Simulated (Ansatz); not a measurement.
## 1T-SnSe2 monolayer in a perpendicular field

Aim: how the 1T-SnSe2 monolayer screens a field along its normal, and what the field does to its bands. A positive field points along +c.

Method: plane-wave DFT, PBE-D3(BJ), Ansatz PAW, in Ansatz 0.2.0.

This is a report of a sequence of runs, with the program logs left out and the cost of each run kept.

### Step 1. The system as given

The cell holds 3 atoms: 2 Se and 1 Sn. Cell: a = 3.870 Å, b = 3.870 Å, c = 35.210 Å, α = 90.0°, β = 90.0°, γ = 120.0°. Vacuum lies along c.

Structure file:

```cif
data_structure
_symmetry_space_group_name_H-M 'P 1'
_symmetry_Int_Tables_number 1
_cell_length_a 3.8700
_cell_length_b 3.8700
_cell_length_c 35.2105
_cell_angle_alpha 90.000
_cell_angle_beta 90.000
_cell_angle_gamma 120.000
_cell_volume 456.69
loop_
_atom_site_label
_atom_site_type_symbol
_atom_site_fract_x
_atom_site_fract_y
_atom_site_fract_z
_atom_site_occupancy
Se1 Se 0.66667 0.33333 0.47003 1
Sn2 Sn 0.00000 0.00000 0.50000 1
Se3 Se 0.33333 0.66667 0.52997 1
```

### Step 2. Relaxing the slab

The starting cell is a guess, so the in-plane lattice and the atoms are relaxed first, with the slab cut off from its images along the normal.

The input, input.yaml:

```yaml
crystal:
  lattice:
    - [3.87, 0.0, 0.0]
    - [-1.935, 3.3515183126, 0.0]
    - [0.0, 0.0, 35.2104890424]
  atoms:
    - { symbol: Se, position: [0.6666666667, 0.3333333333, 0.4700303929] }
    - { symbol: Sn, position: [0.0, 0.0, 0.5] }
    - { symbol: Se, position: [0.3333333333, 0.6666666667, 0.5299696071] }
  periodic: [true, true, false]
kpoints:
  mp_grid: { grid: [12, 12, 1] }
hamiltonian:
  xc: pbe
  dispersion: d3bj
scf:
  occupations: { method: fermi_dirac, width: 0.05 }
  convergence: { dr2_threshold: 1.0e-09 }
relax:
  f_tol: 0.004
  max_steps: 90
  cell: {}
output:
  write_potential: true
  write_density: true
  volumetric_format: npy
```

Command:

```
> ansatz run input.yaml --threads 2 --pin off --max-ram 3072MiB --backend cpu --events-out ev --progress --plain --runs-dir out
```

It took 83 s on 2 threads of Intel Xeon at 2.70GHz, shared host; peak memory 0.77 GiB; 2.7 min of CPU time.

The steps of the relaxation:

| step | energy less that of the first step (eV) | largest force component (eV/Å) | volume (Å³) |
| --- | --- | --- | --- |
| 1 | 0.0000 | 5.2102 | 456.69 |
| 2 | -1.7812 | 3.0933 | 464.54 |
| 3 | -2.6225 | 1.2672 | 462.52 |
| 4 | -2.7783 | 0.4843 | 453.12 |
| 5 | -2.8062 | 0.0429 | 451.64 |
| 6 | -2.8084 | 0.0115 | 448.58 |
| 7 | -2.8090 | 0.0060 | 446.24 |
| 8 | -2.8090 | 0.0001 | 446.16 |
| 9* | -2.8087 | 0.0004 | 446.16 |

Relaxation steps marked * repeat the geometry before them on a plane-wave basis chosen anew for their cell, so energy and pressure can jump there.

Forces are held to the 12 operations that the program found; a distortion that breaks them can't arise in this run.

| cell as run | before | after | change |
| --- | --- | --- | --- |
| a (Å) | 3.870 | 3.825 | -1.2 % |
| b (Å) | 3.870 | 3.825 | -1.2 % |

The atoms that moved most (Å, along periodic axes as changes of fractional coordinates times the final cell, across vacuum about the mean position):

| atom | dx | dy | dz | length |
| --- | --- | --- | --- | --- |
| Se1 | 0.000 | 0.000 | -0.545 | 0.545 |
| Se3 | 0.000 | 0.000 | 0.545 | 0.545 |

The relaxed structure:

```xyz
3
Lattice="3.8251 0.0000 0.0000 -1.9125 3.3126 0.0000 0.0000 0.0000 35.2105" Properties=species:S:1:pos:R:3
Se    1.9125    1.1042   16.0049
Sn    0.0000    0.0000   17.6052
Se    0.0000    2.2084   19.2056
```

The lattice constant a goes from 3.870 to 3.825 Å.

### Step 3. Atoms held, field 0, start network

A sawtooth potential applies the field, turning back in the middle of the vacuum. With the dipole correction the typed value is the field outside the slab. The induced dipole is small, so the SCF threshold is tight.

The cell differs from the one that the last finished run ended in (c 35.210 → 21.201 Å).

The input, input.yaml:

```yaml
crystal:
  lattice:
    - [3.8250912786, 0.0, 0.0]
    - [-1.9125456393, 3.312626219, 0.0]
    - [0.0, 0.0, 21.2006439645]
  atoms:
    - { symbol: Se, position: [0.6666666667, 0.3333333333, 0.4245154069] }
    - { symbol: Sn, position: [0.0, 0.0, 0.5] }
    - { symbol: Se, position: [0.3333333333, 0.6666666667, 0.5754845931] }
kpoints:
  mp_grid: { grid: [12, 12, 1] }
  band_path:
    path: [[0, 0, 0], [0.5, 0, 0], [0.33333333, 0.33333333, 0], [0, 0, 0]]
    npoints: 16
hamiltonian:
  xc: pbe
  dispersion: d3bj
scf:
  occupations: { method: fermi_dirac, width: 0.02585 }
  convergence: { dr2_threshold: 1.0e-10 }
efield:
  axis: 3
  dipole_correction: true
  ramp_position: 0.97
  ramp_width: 0.06
  amplitude: 0
output:
  dos: { projected: true, e_range: [-6, 5] }
  write_potential: true
  write_density: true
  volumetric_format: npy
  elf: true
```

It took 16 s on 2 threads; peak memory 0.59 GiB.

Numbers from this step:

| Quantity | Value |
| --- | --- |
| dipole along the normal | -7.04e-7 e·Å |
| gap along the path | 0.7661 eV |
| smallest direct gap along the path | 1.118 eV |
| ionisation energy, upper face | 5.961 eV |
| electron affinity, upper face | 5.195 eV |
| gap, the smaller of path and mesh | 0.7661 eV |

Running mean over a fixed 2.5 Å (it still follows the layers) of the planar mean; the ramp of the sawtooth is left out. The electron's electrostatic potential energy less the Fermi level by z:

| z (Å) | electron's electrostatic potential energy less the Fermi level (eV) |
| --- | --- |
| 3.0 | 5.57 |
| 3.5 | 5.57 |
| 4.0 | 5.57 |
| 4.5 | 5.57 |
| 5.0 | 5.57 |
| 5.5 | 5.56 |
| 6.0 | 5.54 |
| 6.5 | 5.43 |
| 7.0 | 4.94 |
| 7.5 | 3.68 |
| 8.0 | 2.09 |
| 8.5 | 0.280 |
| 9.0 | -1.48 |
| 9.5 | -2.44 |
| 10.0 | -2.88 |
| 10.5 | -3.20 |
| 11.0 | -3.04 |
| 11.5 | -2.61 |
| 12.0 | -1.98 |
| 12.5 | -0.480 |
| 13.0 | 1.39 |
| 13.5 | 3.07 |
| 14.0 | 4.51 |
| 14.5 | 5.31 |
| 15.0 | 5.51 |
| 15.5 | 5.55 |
| 16.0 | 5.56 |
| 16.5 | 5.57 |
| 17.0 | 5.57 |
| 17.5 | 5.57 |
| 18.0 | 5.57 |

The density of states has structure finer than the step of the table below, so its rows give means over 0.25 eV. Peaks (eV: height): -2.800: 4.38, -1.560: 5.24, -1.150: 9.98, -0.900: 6.56, 1.390: 4.86, 1.530: 3.69, 1.830: 3.11.

Density of states against energy, zero at the Fermi level of the run, which the smearing sets inside the gap; means over each step:

| energy (eV) | density of states (states/eV a cell) |
| --- | --- |
| -5.00 | 0 |
| -4.75 | 0.779 |
| -4.50 | 1.60 |
| -4.25 | 1.92 |
| -4.00 | 1.11 |
| -3.75 | 1.28 |
| -3.50 | 1.52 |
| -3.25 | 1.89 |
| -3.00 | 2.19 |
| -2.75 | 3.62 |
| -2.50 | 2.24 |
| -2.25 | 1.47 |
| -2.00 | 1.23 |
| -1.75 | 1.30 |
| -1.50 | 3.53 |
| -1.25 | 5.69 |
| -1.00 | 3.72 |
| -0.75 | 3.67 |
| -0.50 | 1.37 |
| -0.25 | 0 |
| 0.00 | 0 |
| 0.25 | 0.00146 |
| 0.50 | 0.499 |
| 0.75 | 0.818 |
| 1.00 | 0.966 |
| 1.25 | 1.68 |
| 1.50 | 2.25 |
| 1.75 | 1.74 |
| 2.00 | 0.0413 |

Projected DOS per atom over height of the atomic layer and energy from the Fermi level. Layers: Se Sn Se from below.

Ten even steps from '0' (0.00 states/eV) to '9' (2.26 states/eV), each cell a mean:
```
000
121
232
111
010
000
000
202
808
909
404
212
313
535
323
212
111
222
111
000
000
000
```
Columns: height of the atomic layer (Å) from 9 to 12.2; rows upwards: energy from the Fermi level (eV) from -5.96 to 2.32.

The electronic bands at the labelled points (eV, zero at the Fermi level of the run, which the smearing sets inside the gap):

| point | band 20 | band 21 | band 22 | band 23 | band 24 | band 25 | band 26 | band 27 |
| --- | --- | --- | --- | --- | --- | --- | --- | --- |
| Γ | -0.86 | -0.86 | -0.47 | -0.47 | 1.20 | 2.72 | 4.23 | 4.23 |
| halfway | -2.30 | -1.94 | -1.28 | -0.50 | 1.44 | 3.69 | 5.06 | 5.12 |
| M | -2.74 | -2.59 | -1.16 | -0.75 | 0.37 | 3.68 | 4.94 | 5.21 |
| halfway | -3.45 | -2.97 | -1.30 | -1.12 | 1.13 | 4.66 | 4.82 | 5.31 |
| K | -4.04 | -3.67 | -1.28 | -1.28 | 1.39 | 4.81 | 4.81 | 6.18 |
| halfway | -3.19 | -1.87 | -1.34 | -0.91 | 1.78 | 4.29 | 4.64 | 5.20 |
| Γ | -0.86 | -0.86 | -0.47 | -0.47 | 1.20 | 2.72 | 4.23 | 4.23 |

Electrostatic potential energy in the ca plane at fractional y = 0.000, with atoms of Sn within 0.2 Å of it. With pseudopotentials it is smooth inside the atoms' cores, unlike the true potential.

Ten even steps from '0' (-15 eV) to '9' (4 eV), each cell a mean:
```
99999999999999999998740699216899999999999999
99999999999999999998861021037899999999999999
99999999999999999988775212467889999999999999
99999999999999999987677766776678999999999999
99999999999999999876567888775568999999999999
99999999999999999976667777776678999999999999
99999999999999999987776545677788999999999999
99999999999999999998863000157889999999999999
99999999999999999998750275026899999999999999
99999999999999999998730899306899999999999999
```
Columns run along c (16.0 Å, from fractional 0.08 to 0.84 of the cell; values clipped at the 3rd and 97th percentile), rows up along a (3.8 Å). Atoms in or near the plane, at fractional coordinates: Sn at (0.50, 0.00).

Valence density in the ca plane at fractional y = 0.000, with atoms of Sn within 0.2 Å of it. It is the smooth field of the valence electrons, not physical close to the nuclei.

Ten steps, logarithmic in the rise over the least value, from '0' (0 e/Å³) to '9' (14 e/Å³), each cell a mean:
```
00000000000000000000124798631000000000000000
00000000000000000000113565421100000000000000
00000000000000000011122222221110000000000000
00000000000000000012222111122211000000000000
00000000000000000112222111122221000000000000
00000000000000000112222111122221000000000000
00000000000000000011222222222211000000000000
00000000000000000001122344321110000000000000
00000000000000000000123687521100000000000000
00000000000000000000125899631000000000000000
```
Columns run along c (16.0 Å, from fractional 0.08 to 0.84 of the cell), rows up along a (3.8 Å). Atoms in or near the plane, at fractional coordinates: Sn at (0.50, 0.00).

ELF in the ca plane at fractional y = 0.000, with atoms of Sn within 0.2 Å of it. It is the smooth field of the valence electrons, not physical close to the nuclei.

Values, 6 rows by 16 columns, each cell a mean:
```
0.00 0.00 0.00 0.00 0.00 0.01 0.05 0.20 0.17 0.17 0.20 0.05 0.01 0.00 0.00 0.00
0.00 0.00 0.00 0.00 0.00 0.07 0.34 0.49 0.31 0.31 0.49 0.34 0.07 0.00 0.00 0.00
0.00 0.00 0.00 0.00 0.01 0.21 0.64 0.68 0.33 0.33 0.68 0.64 0.21 0.01 0.00 0.00
0.00 0.00 0.00 0.00 0.01 0.18 0.59 0.66 0.34 0.34 0.66 0.59 0.18 0.01 0.00 0.00
0.00 0.00 0.00 0.00 0.00 0.04 0.21 0.38 0.27 0.27 0.38 0.21 0.04 0.00 0.00 0.00
0.00 0.00 0.00 0.00 0.00 0.00 0.03 0.17 0.13 0.13 0.17 0.03 0.00 0.00 0.00 0.00
```
Columns run along c (16.0 Å, from fractional 0.08 to 0.84 of the cell), rows up along a (3.8 Å). Atoms in or near the plane, at fractional coordinates: Sn at (0.50, 0.00).

The gap is 0.77 eV, with the valence edge 5.96 eV and the conduction edge 5.19 eV under the upper vacuum level.

### Step 4. Atoms held, field 0.1 V/Å

Changes to input.yaml since step 3:

```diff
@@ -23,7 +23,6 @@
   dipole_correction: true
-  ramp_position: 0.97
-  ramp_width: 0.06
-  amplitude: 0
+  ramp_position: 0.9481
+  ramp_width: 0.1038
+  amplitude: 0.1
 output:
-  dos: { projected: true, e_range: [-6, 5] }
   write_potential: true
@@ -31,2 +30 @@
   volumetric_format: npy
-  elf: true
```

The job ended after 16 s (2 threads; peak memory 0.53 GiB).

The dipole is 0.0372 e·Å, and the gap 0.766 eV.

### Step 5. Atoms held, field -0.1 V/Å

Changes to input.yaml since step 4:

```diff
@@ -25,3 +25,3 @@
   ramp_width: 0.1038
-  amplitude: 0.1
+  amplitude: -0.1
 output:
```

Elapsed: 17 s, on 2 threads; peak memory 0.54 GiB.

The dipole is -0.0372 e·Å, and the gap 0.766 eV.

### Step 6. Response, atoms held

This step: plane-wave DFT, PBE-D3(BJ), Ansatz PAW; response to a field along the normal, atoms held (Ansatz 0.2.0).

The dipoles give the slope, and the difference of two potentials shows where the field is screened.

This step gave:

```
equivalent conductor thickness p/(ε₀AE) : 5.313 Å
distance between the outer atoms        : 3.201 Å
```

The dipole of the cell by applied field:

| applied field (V/Å) | dipole of the cell (e·Å) |
| --- | --- |
| -0.1000 | -0.0372 |
| 0.0000 | -7.0e-7 |
| 0.1000 | 0.0372 |

Local field over the applied field, running mean. From the potentials at -0.1 and 0.1 V/Å; running mean over 2.5 Å. Table of local field over applied field by z:

| z (Å) | local field over applied field |
| --- | --- |
| 4.12 | 0.999 |
| 4.42 | 0.999 |
| 4.86 | 0.997 |
| 5.15 | 0.994 |
| 5.59 | 0.985 |
| 5.89 | 0.973 |
| 6.18 | 0.951 |
| 6.63 | 0.890 |
| 6.92 | 0.825 |
| 7.21 | 0.740 |
| 7.66 | 0.591 |
| 7.95 | 0.485 |
| 8.39 | 0.327 |
| 8.69 | 0.232 |
| 8.98 | 0.156 |
| 9.42 | 0.0885 |
| 9.72 | 0.0679 |
| 10.01 | 0.0561 |
| 10.45 | 0.0444 |
| 10.75 | 0.0444 |
| 11.19 | 0.0561 |
| 11.48 | 0.0679 |
| 11.78 | 0.0885 |
| 12.22 | 0.156 |
| 12.51 | 0.232 |
| 12.81 | 0.327 |
| 13.25 | 0.485 |
| 13.54 | 0.591 |
| 13.99 | 0.740 |
| 14.28 | 0.825 |
| 14.58 | 0.890 |
| 15.02 | 0.951 |
| 15.31 | 0.973 |
| 15.61 | 0.985 |
| 16.05 | 0.994 |
| 16.34 | 0.997 |
| 16.78 | 0.999 |
| 17.08 | 0.999 |

Electrons, planar mean, per unit field. Induced electron density against z:

| z (Å) | induced electron density (e/Å³ per V/Å) |
| --- | --- |
| 4.12 | 2.0e-6 |
| 4.42 | 4.1e-6 |
| 4.86 | 1.2e-5 |
| 5.15 | 2.4e-5 |
| 5.59 | 6.5e-5 |
| 5.89 | 1.3e-4 |
| 6.18 | 2.3e-4 |
| 6.63 | 5.7e-4 |
| 6.92 | 9.8e-4 |
| 7.21 | 0.00163 |
| 7.66 | 0.00295 |
| 7.95 | 0.00352 |
| 8.39 | 0.00244 |
| 8.69 | 0.00141 |
| 8.98 | 9.7e-4 |
| 9.42 | 5.8e-4 |
| 9.72 | -3.5e-4 |
| 10.01 | -0.00108 |
| 10.45 | -3.2e-4 |
| 10.75 | 3.2e-4 |
| 11.19 | 0.00108 |
| 11.48 | 3.5e-4 |
| 11.78 | -5.8e-4 |
| 12.22 | -9.7e-4 |
| 12.51 | -0.00141 |
| 12.81 | -0.00244 |
| 13.25 | -0.00352 |
| 13.54 | -0.00295 |
| 13.99 | -0.00163 |
| 14.28 | -9.8e-4 |
| 14.58 | -5.7e-4 |
| 15.02 | -2.3e-4 |
| 15.31 | -1.3e-4 |
| 15.61 | -6.5e-5 |
| 16.05 | -2.4e-5 |
| 16.34 | -1.2e-5 |
| 16.78 | -4.1e-6 |
| 17.08 | -2.0e-6 |

The smaller of the gaps on the path and on the k-mesh, counted as 0 under 0.03 eV. The gap stays at 0.766 eV for applied field from -0.1 to 0.1 V/Å.

By hand: between -0.1 and 0.1 V/Å the dipole changes by 0.07441 e·Å, a slope of 0.3720 e·Å²/V. A perfect conductor of thickness t has p = ε₀AEt, so t = 180.95 × 0.3720 / 12.671 = 5.31 Å (e/ε₀ = 180.95 V·Å, A in Å²).

The induced dipole is that of a conductor 5.31 Å thick.

### Step 7. Summary of results

```
gap without field                          : 0.766 eV
ionisation energy, upper face              : 5.96 eV
electron affinity, upper face              : 5.19 eV
equivalent conductor thickness, atoms held : 5.31 Å
```

In words: The induced dipole equals that of a perfect conductor 5.31 Å thick, while the outer atoms lie 3.20 Å apart; an out-of-plane ε follows only once a thickness t is chosen, by 1 − 1/ε = 5.31 Å / t. The gap stays within 0.01 eV of 0.77 eV over the fields run, up to 0.1 V/Å in size. Semilocal functionals give gaps that are too small, and excitons are not included. Spin-orbit coupling is left out, which matters for the bands of elements this heavy.

[Long decimals in the printed logs are rounded to 6 places.]

[Logs are printed without paths, hosts, clocks, repeated set-up lines and the standing remarks that a program may print on its own settings, such as how far it seeks lower states.]

[Hosts, paths, dates, database ids (printed as entryN), source tags and the programs' standing remarks are cut or masked in the printed files.]

[Maps of the electrostatic potential energy from Ansatz leave out the sawtooth potential of an applied field or a dipole correction, so their vacuum need not be flat; planar profiles and work functions include it.]

[The density of states shown here was stored with 400 of the rows of the run's finer table, so its peaks can read low, often by over a quarter, or be missed, and its means over a window can be off by a tenth or more.]
